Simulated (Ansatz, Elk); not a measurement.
# Bonding as seen by X-rays: BaMn3, part 2 of 2

Structure refinements treat a crystal as free atoms side by side. For a made-up structure of BaMn3 (cell and positions from a PBEsol relaxation) the runs below show what the calculated density changes in F(hkl).

Elk 11.2.3 (patched build); all-electron DFT.

So far: Set-up; Ground state and structure factors; The magnetisation density; The highest occupied states alone.

The structure was built from a prototype and need not be the compound's stable phase.

### 5. Another functional

Level of this step: DFT, PBEsol, all-electron APW+lo, Dirac cores, scalar-relativistic bands, static density, ferromagnetic start (Elk).

The difference from free atoms is small, so it is set against the change that PBEsol makes.

elk.in reads:

```
tasks
  0
  195
  196

xctype
  22

spinpol
  .true.

rgkmax
  7.0

gmaxvr
  14.0

lmaxo
  7

lmaxapw
  8

swidth
  0.002

tshift
  .false.

ramdisk
  .false.

hmaxvr
  5.5

maxscl
  120

epspot
  1e-06

reducebf
  0.8

sppath
  './'

avec
  7.96406619817 -0.00000000000 -0.00000000000
  -0.00000000000 7.96406619817 0.00000000000
  -0.00000000000 0.00000000000 7.96406619817

atoms
  2
  'Ba.in'
  1
  0.0000000000 -0.0000000000 0.0000000000   0.000000 0.000000 0.000000
  'Mn.in'
  3
  0.5000000000 0.5000000000 -0.0000000000   0.000000 0.000000 -0.175000
  0.5000000000 0.0000000000 0.5000000000   0.000000 0.000000 -0.175000
  0.0000000000 0.5000000000 0.5000000000   0.000000 0.000000 -0.175000

ngridk
  5 5 5
```

On the command line:

```
$ OMP_NUM_THREADS=4 elk
```

Numbers of over 12 decimals in the logs are rounded to 6 here.

Output:

```text
┌─────────────────────────┐
│ Elk code version 11.2.3 │
└─────────────────────────┘

All units are atomic (Hartree, Bohr, etc.)

┌─────────────────────────────────────────────────┐
│ Ground-state run starting from atomic densities │
└─────────────────────────────────────────────────┘

Lattice vectors :
   7.964066198      -0.000000000      -0.000000000
  -0.000000000       7.964066198       0.000000000
  -0.000000000       0.000000000       7.964066198

Reciprocal lattice vectors :
  0.7889418735       0.000000000       0.000000000
[...]
total in muffin-tins        :    125.2404177
 total calculated charge     :    130.9996479
 total charge                :    131.0000000
 error                       :   0.3520715714E-03

Moments :
 interstitial                :   0.1670487582
 muffin-tins
  species : 1 (Ba)
[...]
species : 2 (Mn)
[...]
atom 2                    :    3.330568401
   atom 3                    :    3.330568401
 total in muffin-tins        :    9.925242408
 total moment                :    10.09229117

┌──────────────────────────────┐
│ Self-consistent loop stopped │
└──────────────────────────────┘

Wrote STATE.OUT
[key lines of the parts left out:]
total energy                :     -11608.643073473
```

The job ended after 82 s (4 threads of Intel Xeon 6975P-C (Granite Rapids), shared host; peak memory 0.52 GiB; 4.7 min of CPU time).

Against the first run R = 0.02 %; the largest change is -0.032 at 200. The moment goes from 10.08 to 10.09 μB.

### 6. Basis size

A smaller basis shows how fast F responds to it; the change is likely larger than the basis error of the first run, but doesn't show convergence.

elk.in, as its differences from that of step 5:

```diff
@@ -6,3 +6,3 @@
 xctype
-  22
+  20
 
@@ -12,3 +12,3 @@
 rgkmax
-  7.0
+  5.5
```

On the command line:

```
$ OMP_NUM_THREADS=4 elk
```

Output:

```text
┌─────────────────────────┐
│ Elk code version 11.2.3 │
└─────────────────────────┘

All units are atomic (Hartree, Bohr, etc.)

┌─────────────────────────────────────────────────┐
│ Ground-state run starting from atomic densities │
└─────────────────────────────────────────────────┘

Lattice vectors :
   7.964066198      -0.000000000      -0.000000000
  -0.000000000       7.964066198       0.000000000
  -0.000000000       0.000000000       7.964066198

Reciprocal lattice vectors :
  0.7889418735       0.000000000       0.000000000
[...]
total in muffin-tins        :    125.0045044
 total calculated charge     :    131.0005959
 total charge                :    131.0000000
 error                       :   0.5958919067E-03

Moments :
 interstitial                :   0.2726804342
 muffin-tins
  species : 1 (Ba)
[...]
species : 2 (Mn)
[...]
atom 2                    :    3.350093626
   atom 3                    :    3.350093626
 total in muffin-tins        :    9.995669769
 total moment                :    10.26835020

┌──────────────────────────────┐
│ Self-consistent loop stopped │
└──────────────────────────────┘

Wrote STATE.OUT
[key lines of the parts left out:]
total energy                :     -11615.001605184
```

It took 1.9 min on 4 threads; peak memory 0.52 GiB.

Against the first run R = 0.04 %; the largest change is +0.112 at 220. The moment goes from 10.08 to 10.27 μB.

### 7. Basis size

The basis and the expansions that go with it are enlarged, to see whether the differences are converged.

elk.in, as its differences from that of step 6:

```diff
@@ -12,12 +12,12 @@
 rgkmax
-  5.5
+  8.5
 
 gmaxvr
-  14.0
+  18.0
 
 lmaxo
-  7
+  9
 
 lmaxapw
-  8
+  10
```

On the command line:

```
$ OMP_NUM_THREADS=4 elk
```

Output:

```text
┌─────────────────────────┐
│ Elk code version 11.2.3 │
└─────────────────────────┘

All units are atomic (Hartree, Bohr, etc.)

┌─────────────────────────────────────────────────┐
│ Ground-state run starting from atomic densities │
└─────────────────────────────────────────────────┘

Lattice vectors :
   7.964066198      -0.000000000      -0.000000000
  -0.000000000       7.964066198       0.000000000
  -0.000000000       0.000000000       7.964066198

Reciprocal lattice vectors :
  0.7889418735       0.000000000       0.000000000
[...]
total in muffin-tins        :    125.2895890
 total calculated charge     :    131.0000005
 total charge                :    131.0000000
 error                       :   0.5255372173E-06

Moments :
 interstitial                :   0.9508086753E-01
 muffin-tins
  species : 1 (Ba)
[...]
species : 2 (Mn)
[...]
atom 2                    :    3.352283560
   atom 3                    :    3.352283560
 total in muffin-tins        :    9.976718205
 total moment                :    10.07179907

┌──────────────────────────────┐
│ Self-consistent loop stopped │
└──────────────────────────────┘

Wrote STATE.OUT
[key lines of the parts left out:]
total energy                :     -11615.191664413
```

Run time: 2.4 min. Hardware: 4 threads; peak memory 0.79 GiB.

Against the first run R = 0.01 %; the largest change is -0.015 at 222. The moment goes from 10.08 to 10.07 μB.

### 8. Settings against the effect

| run | R against the first run (%) | R against neutral atoms, low angle (%) | wall time |
| --- | --- | --- | --- |
| PBE, rgkmax 7 | 0.00 | 0.27 | 93 s |
| PBEsol | 0.02 | 0.30 | 82 s |
| rgkmax 5.5 | 0.04 | 0.31 | 1.9 min |
| rgkmax 8.5 with larger expansions | 0.01 | 0.27 | 2.4 min |

### 9. What came out

| Property | Result |
| --- | --- |
| R against neutral atoms, sin θ/λ < 0.3 Å⁻¹ | 0.27 % |
| R against neutral atoms, 0.3 to 0.82 Å⁻¹ | 0.13 % |

**Reading.** Independent neutral atoms miss the calculated amplitudes by R = 0.27 % below 0.3 Å⁻¹ and 0.13 % from there to 0.82 Å⁻¹; by shells, 0.05 % below 0.15 Å⁻¹ (1 form), 0.29 % 0.15 to 0.3 (5 forms), 0.06 % 0.3 to 0.45 (8 forms), 0.14 % above 0.45 (41 forms). Bonding, aspherical density and the tables' own atoms all enter these figures, and the runs don't part them. The largest change of an amplitude is -0.35 electrons, at 200. The magnetic order is that of the start. No other order was tried here, and an antiferromagnetic one would change or move the magnetic intensity. The window's part falls from 29.0 electrons at the origin to at most 2.02 between 0.45 and 0.82 Å⁻¹, where compact states inside the window still scatter. The window holds more than the 23 outer electrons of the free atoms, so shallow core shells lie inside it. Below 0.3 Å⁻¹ the changes that finished (PBEsol, rgkmax 5.5 and rgkmax 8.5 with larger expansions) move F by R = 0.06 % at most, against the 0.27 % that separates it from free atoms. A single amplitude moves by up to 0.11 electrons, against 0.35 for the largest difference from free atoms. The magnetic factors move by R = 0.7 % (PBEsol), 1.9 % (rgkmax 5.5) and 0.3 % (rgkmax 8.5 with larger expansions). The k-mesh has no finished test. Part of the difference isn't bonding: the tables are fits to free atoms and ions calculated by other methods than this functional. Thermal motion, anomalous dispersion and extinction are left out.

[Logs are printed without paths, hosts, clocks, repeated set-up lines and the standing remarks that a program may print on its own settings, such as how far it seeks lower states.]

[Hosts, paths, dates, database ids (printed as entryN), source tags and the programs' standing remarks are cut or masked in the printed files.]
